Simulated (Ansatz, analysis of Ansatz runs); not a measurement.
**Li5AuO4 (C2/m), nudged elastic band: V_O hop (2.9 Å) (q = 0)**

Wanted: path and barrier of a jump of O in Li5AuO4 (C2/m) at charge 0. The case: V_O hop (2.9 Å), in a cell of 80 host atoms with 1 O taken out.

Calculated with Ansatz 0.2.0; plane-wave PAW DFT, PBEsol; nudged elastic band between two relaxed defect structures.

This is a report of a sequence of runs, with most program output left out.

### 1. Starting point

The cell holds 79 atoms: 40 Li, 8 Au and 31 O. Cell: a = 9.403 Å, b = 9.404 Å, c = 9.396 Å, α = 90.0°, β = 102.9°, γ = 90.0°. It derives from Li5AuO4 (space group C2/m). Nearest the centre at fractional (0.500, 0.648, 0.750): Li60 at 1.36 Å, Au70 at 1.39 Å, O78 at 1.45 Å, Li28 at 2.41 Å, Li67 at 2.42 Å, Li64 at 2.44 Å, Li44 at 2.44 Å, O36 at 2.68 Å.

The cell's shortest repeat is 9.4 Å.

### 2. Relaxation of the start point, charge 0

A barrier is counted from a minimum, so both ends are relaxed first. Small random displacements break the symmetry of the ideal sites, so that the defect can distort if it gains by it.

q0.start/input.yaml reads:

```yaml
crystal:
  lattice:
    - [9.40268524, 0.0, -0.02548652]
    - [0.0, 9.40405317, 0.0]
    - [-2.07562506, 0.0, 9.16358709]
  atoms:
    - { symbol: Li, position: [0.0, 0.7924353, 0.25] }
    - { symbol: Li, position: [0.25, 0.2924353, 0.25] }
    - { symbol: Li, position: [0.0, 0.28254642, 0.0] }
    - { symbol: Li, position: [0.25, 0.78254642, 0.0] }
    - { symbol: Li, position: [0.0, 0.71745358, 0.0] }
    - { symbol: Li, position: [0.25, 0.21745358, 0.0] }
    - { symbol: Li, position: [0.0, 0.2075647, 0.25] }
    - { symbol: Li, position: [0.25, 0.7075647, 0.25] }
[... 67 atom lines left out ...]
    - { symbol: O, position: [0.62789862, 0.14739817, 0.62509074] }
    - { symbol: O, position: [0.87789862, 0.64739817, 0.62509074] }
    - { symbol: O, position: [0.62210138, 0.64739817, 0.87490926] }
    - { symbol: O, position: [0.87210138, 0.14739817, 0.87490926] }
basis:
  ecutwfc: 420
  xc_grid: 2
hamiltonian:
  xc: pbesol
kpoints:
  mp_grid: { grid: [1, 1, 1], shift: [0.25, 0.25, 0.25] }
scf:
  occupations: { method: fixed }
  max_iter: 150
output:
  forces: true
relax:
  f_tol: 0.02
  max_steps: 70
  random_displacement: { amplitude: 0.03, seed: 2553 }
```

Launch:

```console
> ansatz run input.yaml --threads 4 --pin off --max-ram 14131MiB --backend cpu --events-out ev --progress --plain --runs-dir out
```

Wall time 72 s (4 threads of Arm Neoverse V1, shared host); peak memory 1.4 GiB; 4.6 min of CPU time.

The steps of the relaxation:

```tsv
step	energy less that of the first step (eV)	largest force component (eV/Å)
1	0.0000	1.5870
2	-0.8604	0.8734
3	-0.9903	0.4666
4	-1.2638	0.2245
5	-1.2972	0.0805
6	-1.3003	0.0206
7	-1.3006	0.0043
```

The atoms that moved most (Å, from the sites as typed, ahead of the random displacement, the mean shift of all atoms taken out):

```tsv
atom	dx	dy	dz	length
Li24	-0.140	0.194	-0.179	0.299
Au70	-0.103	0.207	-0.135	0.268
Li60	0.119	0.156	0.143	0.243
Li30	-0.095	-0.138	-0.099	0.195
O34	-0.071	0.125	-0.088	0.168
Li66	0.023	0.151	0.034	0.157
Li49	-0.087	-0.057	-0.095	0.141
O74	0.047	-0.087	0.078	0.126
```

Neighbours of O78 at the end:

```tsv
atom	distance (Å)
Li60	1.877
Li44	1.899
Li67	1.911
Li43	1.919
Au70	2.016
Li49	2.075
O74	2.950
O36	2.959
O72	2.988
O52	3.000
O57	3.013
O75	3.014
```

This step gave:

| Property | Result |
| --- | --- |
| free energy | -129606.2946 eV |
| r.m.s. move of the farther half of the atoms | 0.02472 Å |
| largest move from the ideal geometry of this structure, a common shift of the far atoms taken out | 0.3121 Å |

The relaxation gained 1.301 eV and ended with a largest force component of 0.0043 eV/Å.

### 3. Relaxation of the end point, charge 0

The end point is relaxed in the same cell and settings, so that the two energies compare. Atoms more than 3.2 Å from the middle of the hop start where the first relaxation left them, the nearer ones on or close to their ideal places, with small random displacements.

q0.end/input.yaml reads:

```yaml
crystal:
  lattice:
    - [9.40268524, 0.0, -0.02548652]
    - [0.0, 9.40405317, 0.0]
    - [-2.07562506, 0.0, 9.16358709]
  atoms:
    - { symbol: Li, position: [-0.00221726, 0.79082915, 0.24745328] }
    - { symbol: Li, position: [0.24944479, 0.29105428, 0.24873503] }
[... 25 atom lines left out ...]
    - { symbol: Li, position: [0.25, 0.7075647, 0.75] }
[... 5 atom lines left out ...]
    - { symbol: O, position: [0.37789862, 0.35260183, 0.62509074] }
[... 1 atom line left out ...]
    - { symbol: O, position: [0.37210138, 0.85260183, 0.87490926] }
[... 7 atom lines left out ...]
    - { symbol: Li, position: [0.5, 0.71745358, 0.0] }
[... 4 atom lines left out ...]
    - { symbol: Li, position: [0.73825834, 0.49554366, -0.01083025] }
[... 10 atom lines left out ...]
    - { symbol: Li, position: [0.5, 0.7924353, 0.75] }
[... 3 atom lines left out ...]
    - { symbol: Li, position: [0.5, 0.71745358, 0.5] }
[... 2 atom lines left out ...]
    - { symbol: Li, position: [0.75, 0.7075647, 0.75] }
[... 2 atom lines left out ...]
    - { symbol: Au, position: [0.5, 0.5, 0.75] }
[... 1 atom line left out ...]
    - { symbol: O, position: [0.62789862, 0.85260183, 0.62509074] }
[... 1 atom line left out ...]
    - { symbol: O, position: [0.62210138, 0.35260183, 0.87490926] }
[... 3 atom lines left out ...]
    - { symbol: O, position: [0.37722, 0.647956, 0.624672] }
    - { symbol: O, position: [0.87679392, 0.1453632, 0.87466747] }
basis:
  ecutwfc: 420
  xc_grid: 2
hamiltonian:
  xc: pbesol
kpoints:
  mp_grid: { grid: [1, 1, 1], shift: [0.25, 0.25, 0.25] }
scf:
  occupations: { method: fixed }
  max_iter: 150
output:
  forces: true
relax:
  f_tol: 0.02
  max_steps: 70
  random_displacement: { amplitude: 0.01, seed: 2553 }
```

Wall time 71 s (4 threads); peak memory 1.4 GiB.

Step by step:

```tsv
step	energy less that of the first step (eV)	largest force component (eV/Å)
1	0.0000	2.7905
2	-0.7496	0.9185
3	-1.0753	0.4905
4	-1.1827	0.1993
5	-1.2105	0.0930
6	-1.2139	0.0310
7	-1.2144	0.0061
```

The atoms that moved most (Å, from the sites as typed, ahead of the random displacement):

```tsv
atom	dx	dy	dz	length
Li43	0.140	0.197	0.176	0.299
Li49	0.185	-0.092	0.197	0.285
Li30	0.182	0.070	0.197	0.277
Au70	0.107	0.213	0.134	0.274
Li60	-0.117	0.160	-0.145	0.245
O74	0.072	0.130	0.087	0.172
O34	-0.050	-0.082	-0.076	0.122
O78	0.033	0.086	0.043	0.102
```

Neighbours of O78 at the end:

```tsv
atom	distance (Å)
Li60	1.876
Li64	1.899
Li28	1.911
Li24	1.919
Au70	2.016
Li30	2.076
O34	2.949
O72	2.959
O36	2.986
O16	3.000
O19	3.012
O33	3.015
```

Read from the output:

```
free energy                                                                                       : -129606.2881 eV
r.m.s. move of the farther half of the atoms                                                      : 0.02476 Å
largest move from the ideal geometry of this structure, a common shift of the far atoms taken out : 0.3094 Å
```

The relaxation gained 1.214 eV and ended with a largest force component of 0.0061 eV/Å. The end lies 0.007 eV above the start.

### 4. Nudged elastic band, charge 0

5 movable images are laid between the ends on a pair-potential path, which keeps atoms from colliding in the first guess. Each image feels the true force across the path and a spring force along it. The highest image is set to climb to the top of the path.

This step: plane-wave PAW DFT, PBEsol; nudged elastic band between two relaxed defect structures.

q0.neb/input.yaml reads:

```yaml
crystal:
  lattice:
    - [9.40268524, 0.0, -0.02548652]
    - [0.0, 9.40405317, 0.0]
    - [-2.07562506, 0.0, 9.16358709]
  atoms:
    - { symbol: Li, position: [-0.00235369, 0.78914139, 0.2477283] }
    - { symbol: Li, position: [0.24930836, 0.28936652, 0.24901005] }
    - { symbol: Li, position: [-0.00135243, 0.28220132, -0.00081673] }
    - { symbol: Li, position: [0.25053097, 0.78243085, 0.0021375] }
    - { symbol: Li, position: [-0.00135961, 0.71500356, -0.00099761] }
    - { symbol: Li, position: [0.25107233, 0.21747344, -0.00119385] }
    - { symbol: Li, position: [-0.00133032, 0.2034461, 0.24949093] }
    - { symbol: Li, position: [0.25094981, 0.70335472, 0.24925231] }
    - { symbol: Li, position: [0.00110525, -0.0019255, -0.00119702] }
    - { symbol: Li, position: [0.25199237, 0.49874011, -0.00081642] }
    - { symbol: Au, position: [-8.046e-05, 0.49831713, 0.24960777] }
    - { symbol: Au, position: [0.25049373, -0.00229388, 0.25120853] }
    - { symbol: O, position: [0.12822011, 0.84984284, 0.12704614] }
    - { symbol: O, position: [0.37782389, 0.35199077, 0.1265846] }
    - { symbol: O, position: [0.11837966, 0.34714003, 0.37145607] }
    - { symbol: O, position: [0.37305119, 0.84941408, 0.37799239] }
    - { symbol: O, position: [0.12975005, 0.14394572, 0.12492051] }
    - { symbol: O, position: [0.37795912, 0.64690809, 0.12533502] }
    - { symbol: O, position: [0.12690595, 0.64474667, 0.37904753] }
    - { symbol: O, position: [0.37183806, 0.14580285, 0.3758081] }
    - { symbol: Li, position: [0.00027816, 0.7911411, 0.74991771] }
    - { symbol: Li, position: [0.25071734, 0.2967451, 0.74866045] }
    - { symbol: Li, position: [-0.00179088, 0.27990984, 0.49935167] }
    - { symbol: Li, position: [0.23048886, 0.80311548, 0.48032091] }
    - { symbol: Li, position: [-0.00080232, 0.71231411, 0.50049681] }
    - { symbol: Li, position: [0.25023035, 0.21676582, 0.50046641] }
    - { symbol: Li, position: [0.00085971, 0.20737868, 0.75003985] }
    - { symbol: Li, position: [0.25077718, 0.7062129, 0.75835411] }
    - { symbol: Li, position: [-0.00275525, -0.00021626, 0.50148442] }
    - { symbol: Li, position: [0.23723296, 0.48520409, 0.48909611] }
    - { symbol: Au, position: [0.00041755, 0.49952858, 0.75044056] }
    - { symbol: Au, position: [0.25093923, -0.00018552, 0.74941949] }
    - { symbol: O, position: [0.13314642, 0.84718357, 0.62588714] }
    - { symbol: O, position: [0.36792434, 0.36578617, 0.61536545] }
    - { symbol: O, position: [0.122297, 0.3523596, 0.87529085] }
    - { symbol: O, position: [0.3724594, 0.85221612, 0.87391897] }
    - { symbol: O, position: [0.12789161, 0.1457232, 0.62412616] }
    - { symbol: O, position: [0.12232369, 0.64714175, 0.87628475] }
    - { symbol: O, position: [0.37101887, 0.14873309, 0.87200986] }
    - { symbol: Li, position: [0.50055204, 0.79164546, 0.24961047] }
    - { symbol: Li, position: [0.74931623, 0.29103558, 0.24972036] }
    - { symbol: Li, position: [0.50421838, 0.28663037, -0.00018434] }
    - { symbol: Li, position: [0.74954034, 0.78076922, -0.00102845] }
    - { symbol: Li, position: [0.49994659, 0.71402893, -0.00037197] }
    - { symbol: Li, position: [0.74858993, 0.21416526, -0.00040424] }
    - { symbol: Li, position: [0.50012536, 0.20725468, 0.2516693] }
    - { symbol: Li, position: [0.749939, 0.70529889, 0.24926083] }
    - { symbol: Li, position: [0.50098261, 0.00277392, 0.00124363] }
    - { symbol: Li, position: [0.73812191, 0.4938559, -0.01055523] }
    - { symbol: Au, position: [0.49990488, 0.49961927, 0.25078293] }
    - { symbol: Au, position: [0.74995306, -0.00286029, 0.25237852] }
    - { symbol: O, position: [0.62812642, 0.8510081, 0.12545612] }
    - { symbol: O, position: [0.88011353, 0.35104872, 0.12752163] }
    - { symbol: O, position: [0.62196535, 0.35267193, 0.37550832] }
    - { symbol: O, position: [0.87551007, 0.8497311, 0.37618083] }
    - { symbol: O, position: [0.62733615, 0.14391328, 0.12958485] }
    - { symbol: O, position: [0.87773846, 0.64557983, 0.12471433] }
    - { symbol: O, position: [0.62277188, 0.64729714, 0.37521544] }
    - { symbol: O, position: [0.87106903, 0.14504636, 0.37714931] }
    - { symbol: Li, position: [0.51585925, 0.80898602, 0.76556102] }
    - { symbol: Li, position: [0.74839515, 0.2942476, 0.7558036] }
    - { symbol: Li, position: [0.49924286, 0.28846776, 0.50212539] }
    - { symbol: Li, position: [0.75231968, 0.78265623, 0.50015576] }
    - { symbol: Li, position: [0.50714158, 0.71999398, 0.50011766] }
    - { symbol: Li, position: [0.74880481, 0.21783176, 0.50196696] }
    - { symbol: Li, position: [0.5030151, 0.2235588, 0.75364695] }
    - { symbol: Li, position: [0.74867482, 0.70592079, 0.7487729] }
    - { symbol: Li, position: [0.50102344, 0.00332465, 0.50188084] }
    - { symbol: Li, position: [0.74824759, 0.49903836, 0.50272489] }
    - { symbol: Au, position: [0.48542649, 0.52196388, 0.73505805] }
    - { symbol: Au, position: [0.75058128, 0.00070713, 0.74960289] }
    - { symbol: O, position: [0.62654265, 0.85401671, 0.62307431] }
    - { symbol: O, position: [0.87869824, 0.3522896, 0.62592388] }
    - { symbol: O, position: [0.62866587, 0.3432993, 0.88329526] }
    - { symbol: O, position: [0.87286765, 0.85205695, 0.87333988] }
    - { symbol: O, position: [0.62692324, 0.14870391, 0.62591012] }
    - { symbol: O, position: [0.87804295, 0.64672024, 0.62533055] }
    - { symbol: O, position: [0.61811729, 0.65664764, 0.87026016] }
    - { symbol: O, position: [0.87665748, 0.14367544, 0.87494249] }
basis:
  ecutwfc: 420
  xc_grid: 2
hamiltonian:
  xc: pbesol
kpoints:
  mp_grid: { grid: [1, 1, 1], shift: [0.25, 0.25, 0.25] }
scf:
  occupations: { method: fixed }
  max_iter: 150
output:
  forces: true
neb:
  images: 5
  f_tol: 0.04
  climbing: true
  initial_path: idpp
  max_iterations: 45
  order_check: false
  final_atoms:
    - { symbol: Li, position: [0.00224037, 0.78913642, 0.25260411] }
    - { symbol: Li, position: [0.25037464, 0.29101528, 0.25090918] }
[... 25 atom lines left out ...]
    - { symbol: Li, position: [0.25122682, 0.7058334, 0.75157841] }
[... 5 atom lines left out ...]
    - { symbol: O, position: [0.37083096, 0.34329283, 0.61748556] }
[... 1 atom line left out ...]
    - { symbol: O, position: [0.37337721, 0.85389979, 0.87708377] }
[... 6 atom lines left out ...]
    - { symbol: Li, position: [0.76921691, 0.80289986, 0.01996055] }
    - { symbol: Li, position: [0.49285165, 0.71988645, 0.00038477] }
[... 4 atom lines left out ...]
    - { symbol: Li, position: [0.76269678, 0.48517724, 0.01147548] }
[... 10 atom lines left out ...]
    - { symbol: Li, position: [0.484149, 0.8088607, 0.73484399] }
[... 3 atom lines left out ...]
    - { symbol: Li, position: [0.49979286, 0.71411162, 0.50065064] }
[... 2 atom lines left out ...]
    - { symbol: Li, position: [0.74909484, 0.70603967, 0.74195504] }
[... 2 atom lines left out ...]
    - { symbol: Au, position: [0.51469592, 0.52209154, 0.76533355] }
[... 1 atom line left out ...]
    - { symbol: O, position: [0.62733882, 0.85233039, 0.62624197] }
[... 5 atom lines left out ...]
    - { symbol: O, position: [0.38184638, 0.65657861, 0.63011106] }
    - { symbol: O, position: [0.87177917, 0.14558453, 0.87662325] }
```

It took 14 min on 4 threads; peak memory 4.9 GiB; 36 min of CPU time.

The path, image by image:

```tsv
image	path (Å)	energy (eV)	O78: x, y, z (Å)
0	0.000	0.0000	4.006, 6.175, 7.959
1	0.768	0.3508	3.771, 6.376, 7.718
2	1.536	1.1907	3.405, 6.540, 7.336
3	2.304	2.3015	2.984, 6.687, 6.945
4	3.050	1.1686	2.715, 6.542, 6.472
5	3.797	0.3367	2.441, 6.376, 6.046
6	4.544	0.0065	2.283, 6.175, 5.764
```

Numbers from this step:

* free energy: -129603.9931 eV
* barrier forward: 2.301 eV
* barrier backward: 2.295 eV
* end less start: 0.006502 eV
* hop length: 2.790 Å

Track of the atom that was set to move:

```tsv
image	x (Å)	y (Å)	z (Å)	nearest neighbour	distance (Å)
0	4.006	6.175	7.959	Li	1.877
1	3.771	6.376	7.718	Li	1.857
2	3.405	6.54	7.336	Li	1.779
3	2.984	6.687	6.945	Li	1.709
4	2.715	6.542	6.472	Li	1.783
5	2.441	6.376	6.046	Li	1.859
6	2.283	6.175	5.764	Li	1.876
```

The band met its tolerance of 0.04 eV/Å after 8 iterations, with image 3 on top (the start counts as 0). O78, which moves farthest between the ends, has 5 Li at 1.88 to 2.08 Å and 1 Au at 2.02 Å nearest at the start and 1 Li at 1.71 Å at the top.

### 5. Single point at the start point, PBEsol, denser k-mesh

Three single points on a mesh of more k-points (start, top, end) test the sampling. The start is shown; top and end are run alike.

This step: plane-wave PAW DFT, PBEsol; single point of a defect supercell on a structure of the PBEsol path.

q0.start.mesh/input.yaml reads:

```yaml
crystal:
  lattice:
    - [9.40268524, 0.0, -0.02548652]
    - [0.0, 9.40405317, 0.0]
    - [-2.07562506, 0.0, 9.16358709]
  atoms:
    - { symbol: Li, position: [-0.00235369, 0.78914139, 0.2477283] }
    - { symbol: Li, position: [0.24930836, 0.28936652, 0.24901005] }
[... 25 atom lines left out ...]
    - { symbol: Li, position: [0.25077718, 0.7062129, 0.75835411] }
[... 5 atom lines left out ...]
    - { symbol: O, position: [0.36792434, 0.36578617, 0.61536545] }
[... 1 atom line left out ...]
    - { symbol: O, position: [0.3724594, 0.85221612, 0.87391897] }
[... 6 atom lines left out ...]
    - { symbol: Li, position: [0.74954034, 0.78076922, -0.00102845] }
    - { symbol: Li, position: [0.49994659, 0.71402893, -0.00037197] }
[... 4 atom lines left out ...]
    - { symbol: Li, position: [0.73812191, 0.4938559, -0.01055523] }
[... 10 atom lines left out ...]
    - { symbol: Li, position: [0.51585925, 0.80898602, 0.76556102] }
[... 3 atom lines left out ...]
    - { symbol: Li, position: [0.50714158, 0.71999398, 0.50011766] }
[... 2 atom lines left out ...]
    - { symbol: Li, position: [0.74867482, 0.70592079, 0.7487729] }
[... 2 atom lines left out ...]
    - { symbol: Au, position: [0.48542649, 0.52196388, 0.73505805] }
[... 1 atom line left out ...]
    - { symbol: O, position: [0.62654265, 0.85401671, 0.62307431] }
[... 5 atom lines left out ...]
    - { symbol: O, position: [0.61811729, 0.65664764, 0.87026016] }
    - { symbol: O, position: [0.87665748, 0.14367544, 0.87494249] }
basis:
  ecutwfc: 420
  xc_grid: 2
hamiltonian:
  xc: pbesol
kpoints:
  mp_grid: { grid: [2, 2, 2], shift: [0.5, 0.5, 0.5] }
scf:
  occupations: { method: fixed }
  max_iter: 150
output:
  forces: true
  eigenvalues: true
checkpoint:
  write: "../q0.start.mesh.run"
  compress: false
  write_wavefunctions: false
  write_every: 100000
```

Elapsed: 48 s, on 4 threads; peak memory 4.2 GiB.

Read from the output:

* free energy: -129606.3097 eV

### 6. Barrier from single points, PBEsol, denser k-mesh

Analysis of the runs above: barrier from PBEsol single points on the PBEsol path.

It gives:

* barrier forward: 2.298 eV
* barrier backward: 2.297 eV
* end less start: 6.97e-5 eV

This gives 2.298 eV against the band's 2.301 eV (backward 2.297 against 2.295 eV). This mesh holds only the band's own point and its sign variants, so it tests the average over those and no finer sampling.

### 7. Single point at the start point, LDA

Three single points with LDA show how much the barrier depends on that choice; lattice and path are kept. The start is shown; top and end are run alike.

This step: plane-wave PAW DFT, LDA; single point of a defect supercell on a structure of the PBEsol path.

q0.start.lda/input.yaml, as its differences from q0.start.mesh/input.yaml of step 5:

```diff
@@ -36,5 +36,5 @@
 hamiltonian:
-  xc: pbesol
+  xc: lda
 kpoints:
-  mp_grid: { grid: [2, 2, 2], shift: [0.5, 0.5, 0.5] }
+  mp_grid: { grid: [1, 1, 1], shift: [0.25, 0.25, 0.25] }
 scf:
@@ -46,3 +46,3 @@
 checkpoint:
-  write: "../q0.start.mesh.run"
+  write: "../q0.start.lda.run"
   compress: false
```

The job ended after 17 s (4 threads; peak memory 1.4 GiB; 66 s of CPU time).

This step gave:

| Item | Value |
| --- | --- |
| free energy | -128246.9533 eV |

### 8. Barrier from single points, LDA

Analysis of the runs above: barrier from LDA single points on the PBEsol path.

It gives:

```
barrier forward  : 2.258 eV
barrier backward : 2.252 eV
end less start   : 0.006190 eV
```

This gives 2.258 eV against the band's 2.301 eV.

### 9. Single point at the start point, r2SCAN

Three single points with a meta-GGA, at its higher cutoff of 500 eV, show what it does to the barrier on the path found. The start is shown; top and end are run alike.

This step: plane-wave PAW DFT, r2SCAN; single point of a defect supercell on a structure of the PBEsol path.

q0.start.r2scan/input.yaml, as its differences from q0.start.lda/input.yaml of step 7:

```diff
@@ -33,6 +33,6 @@
 basis:
-  ecutwfc: 420
+  ecutwfc: 500
   xc_grid: 2
 hamiltonian:
-  xc: lda
+  xc: r2scan
 kpoints:
@@ -46,3 +46,3 @@
 checkpoint:
-  write: "../q0.start.lda.run"
+  write: "../q0.start.r2scan.run"
   compress: false
```

Elapsed: 30 s, on 4 threads; peak memory 2.1 GiB.

Numbers from this step:

* free energy: -131188.7915 eV

### 10. Barrier from single points, r2SCAN

Analysis of the runs above: barrier from r2SCAN single points on the PBEsol path.

It gives:

```yaml
barrier_forward: 2.527 eV
barrier_backward: 2.522 eV
end_less_start: 0.005111 eV
```

This gives 2.527 eV against the band's 2.301 eV.

(Continued in part 2 of 2.)

[Logs are printed without paths, hosts, clocks, repeated set-up lines and the standing remarks that a program may print on its own settings, such as how far it seeks lower states.]

[Hosts, paths, dates, database ids (printed as entryN), source tags and the programs' standing remarks are cut or masked in the printed files.]
